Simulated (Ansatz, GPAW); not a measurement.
# SrCu2S2 (model structure): optical spectrum from first principles, part 3 of 3

Aim: the dielectric function of SrCu2S2 (model structure), and the optical constants that follow from it. The structure is a model built here, which may or may not match a known phase. It was built so: All Ca replaced by Sr in the P-3m1 structure of CaCu2S2. The cell is first relaxed with Ansatz.

GPAW 26.7.0; DFT, PBE, plane-wave PAW (GPAW data sets), scalar-relativistic, RPA, optical limit.

So far. Step 3 (Ground state): There is a gap, 0.85 eV on this mesh (points off the mesh can give less), so no carriers' term is needed.

## Step 5: Dielectric function, RPA (continued)

The Im ε has structure finer than the step of the table below, so its rows give means over 0.5 eV, whole bins alone (the curve runs from 0 to 15.0 eV). Peaks (eV: height): E ∥ x 3.14: 7.56, 6.39: 6.48; E ∥ z 2.94: 9.37, 6.28: 6.10, 7.27: 6.14, 8.33: 5.23.

Sum at mesh points, not converged in k; values under the direct gap are tails of Lorentzian lines. Im ε against photon energy; means over each step:

| photon energy (eV) | E ∥ x | E ∥ z |
| --- | --- | --- |
| 0.5 | 0.200 | 0.111 |
| 1.0 | 0.848 | 0.647 |
| 1.5 | 1.72 | 1.63 |
| 2.0 | 2.58 | 2.38 |
| 2.5 | 5.83 | 6.43 |
| 3.0 | 6.99 | 8.75 |
| 3.5 | 6.81 | 6.24 |
| 4.0 | 6.01 | 5.31 |
| 4.5 | 5.62 | 5.29 |
| 5.0 | 5.08 | 4.85 |
| 5.5 | 4.99 | 4.82 |
| 6.0 | 6.30 | 5.63 |
| 6.5 | 6.15 | 5.59 |
| 7.0 | 6.05 | 5.45 |
| 7.5 | 5.25 | 4.67 |
| 8.0 | 4.92 | 4.80 |
| 8.5 | 4.27 | 4.88 |
| 9.0 | 3.56 | 3.90 |
| 9.5 | 3.04 | 3.30 |
| 10.0 | 2.54 | 2.73 |
| 10.5 | 2.07 | 2.18 |
| 11.0 | 1.88 | 1.98 |
| 11.5 | 1.58 | 1.77 |
| 12.0 | 1.41 | 1.66 |
| 12.5 | 1.32 | 1.50 |
| 13.0 | 1.17 | 1.34 |
| 13.5 | 1.06 | 1.22 |
| 14.0 | 0.853 | 1.04 |
| 14.5 | 0.698 | 0.952 |

The reflectivity at normal incidence has structure finer than the step of the table below, so its rows give means over 0.5 eV, whole bins alone (the curve runs from 0 to 15.0 eV). Peaks (eV: height): E ∥ x 2.66: 31.7, 7.38: 33.8, 8.70: 35.3, 9.96: 34.8, 11.03: 32.6, 12.59: 27.8, 13.60: 26.6; E ∥ z 2.62: 35.5, 6.33: 28.8, 7.38: 33.8, 9.02: 34.4, 9.89: 35.9, 12.50: 26.4.

Sum at mesh points, not converged in k. Table of reflectivity at normal incidence by photon energy; means over each step:

```
photon energy (eV)  E ∥ x (%)  E ∥ z (%)
               0.5       24.0       23.6
               1.0       24.8       24.9
               1.5       25.5       26.0
               2.0       27.8       27.7
               2.5       31.2       33.8
               3.0       30.5       33.8
               3.5       29.1       27.7
               4.0       26.9       24.7
               4.5       25.7       24.7
               5.0       24.2       23.3
               5.5       23.6       23.1
               6.0       28.3       26.0
               6.5       29.6       27.7
               7.0       30.6       27.2
               7.5       32.3       28.6
               8.0       31.5       26.7
               8.5       34.5       32.6
               9.0       33.6       33.1
               9.5       33.8       31.9
              10.0       34.3       34.4
              10.5       32.4       30.3
              11.0       31.4       28.8
              11.5       30.0       25.5
              12.0       26.6       25.1
              12.5       26.8       25.0
              13.0       24.3       23.1
              13.5       25.6       22.2
              14.0       24.4       21.1
              14.5       20.3       17.3
```

Sum at mesh points, not converged in k; values under the direct gap are tails of Lorentzian lines. The Im ε, E ∥ x by photon energy; read off at these points:

```csv
photon energy (eV),without local fields,with local fields
0.00,0,0
0.50,0.147,0.147
1.00,0.594,0.603
1.50,1.61,1.65
2.00,2.66,2.67
2.50,6.46,5.99
3.00,7.32,6.78
3.14,8.08,7.55
3.50,7.32,6.87
4.00,6.66,6.11
4.50,6.25,5.58
5.00,5.44,4.83
5.50,5.99,4.96
6.00,7.68,6.35
6.33,7.87,6.46
6.39,7.83,6.48
6.50,7.42,6.24
7.00,7.15,6.13
7.50,5.92,5.19
8.00,6.20,4.92
8.09,6.26,5.00
8.50,4.96,4.22
9.00,4.16,3.66
9.50,3.21,3.05
10.00,2.51,2.50
10.50,2.08,2.03
11.00,1.83,1.91
11.50,1.57,1.59
12.00,1.42,1.39
12.50,1.28,1.33
13.00,1.17,1.17
13.50,1.03,1.08
14.00,0.846,0.866
14.50,0.736,0.683
```

Sum at mesh points, not converged in k; values under the direct gap are tails of Lorentzian lines. Table of loss function −Im 1/ε at q → 0 by energy loss; read off at these points:

```csv
energy loss (eV),E ∥ x,E ∥ z
0.0,0,0
0.5,0.00205,0.00143
1.0,0.00824,0.0110
1.5,0.0198,0.0163
2.0,0.0257,0.0239
2.5,0.0463,0.0352
3.0,0.0676,0.0800
3.5,0.0967,0.122
4.0,0.120,0.117
4.5,0.121,0.126
5.0,0.158,0.150
5.5,0.124,0.142
6.0,0.128,0.133
6.5,0.152,0.165
7.0,0.157,0.166
7.5,0.192,0.238
8.0,0.203,0.204
8.5,0.228,0.198
9.0,0.256,0.237
9.5,0.297,0.297
10.0,0.336,0.320
10.5,0.417,0.413
11.0,0.440,0.452
11.5,0.540,0.554
12.0,0.660,0.584
12.5,0.663,0.615
13.0,0.801,0.724
13.5,0.839,0.790
14.0,1.08,0.938
14.5,1.45,1.03
```

Optical constants at common wavelengths, from n + ik = √ε:

| wavelength (nm) | n x | k x | R (%) x | 1/α x | n z | k z | R (%) z | 1/α z |
| --- | --- | --- | --- | --- | --- | --- | --- | --- |
| 1550 | 2.98 | 0.157 | 24.9 | 785 nm | 2.96 | 0.053 | 24.5 | 2.3 µm |
| 1064 | 3.05 | 0.141 | 25.7 | 601 nm | 3.02 | 0.114 | 25.3 | 746 nm |
| 800 | 3.00 | 0.293 | 25.4 | 217 nm | 3.04 | 0.221 | 25.8 | 288 nm |
| 532 | 3.36 | 0.676 | 30.9 | 63 nm | 3.49 | 0.516 | 31.7 | 82 nm |
| 450 | 3.03 | 1.160 | 31.1 | 31 nm | 3.20 | 1.416 | 34.8 | 25 nm |
| 365 | 2.67 | 1.315 | 29.7 | 22 nm | 2.26 | 1.382 | 27.9 | 21 nm |
| 248 | 2.02 | 1.195 | 23.4 | 17 nm | 2.08 | 1.164 | 23.3 | 17 nm |

Below the direct gap, k and the depth come from the tails of the Lorentzian lines, not from transitions.

Rows near the edge hang on the gap, which this functional as a rule makes too small, and phonon-assisted absorption is left out.

## Step 6: Outcome

```
electronic dielectric constant ε∞, mean over x, y and z (by symmetry where fewer were run) (RPA) : 8.15
```

What this shows: At this level (PBE, RPA) SrCu2S2 has a mean ε∞ = 8.15 and n = 2.98 at 1550 nm (E ∥ x). The cell shrank by 0.6 % in volume. On the mesh the gap is 0.85 eV and the least direct gap 0.85 eV. Local fields change the static value along x from 8.83 to 8.19 (-7 %). The static values by axis are 8.19 (x), 8.09 (z). Excitons and phonon-assisted transitions are missing; PBE gaps are as a rule too small, which pulls the onset down and ε∞ up. In this version of GPAW the matrix elements of the optical limit are incomplete, which can lower ε − 1 by up to a tenth where first-row anions or d states rule, and shift it by more in d metals. The sum runs over mesh points 0.15 Å⁻¹ apart with no interpolation, so peaks are partly noise of the mesh; over so small a direct gap single mesh points weigh heavily, so ε∞, n and their changes from run to run can be far off.

[Machine, clock and banner lines and Python warnings are left out of the logs.]

[Logs are printed without paths, hosts, clocks, repeated set-up lines and the standing remarks that a program may print on its own settings, such as how far it seeks lower states.]

[Hosts, paths, dates, database ids (printed as entryN), source tags and the programs' standing remarks are cut or masked in the printed files.]
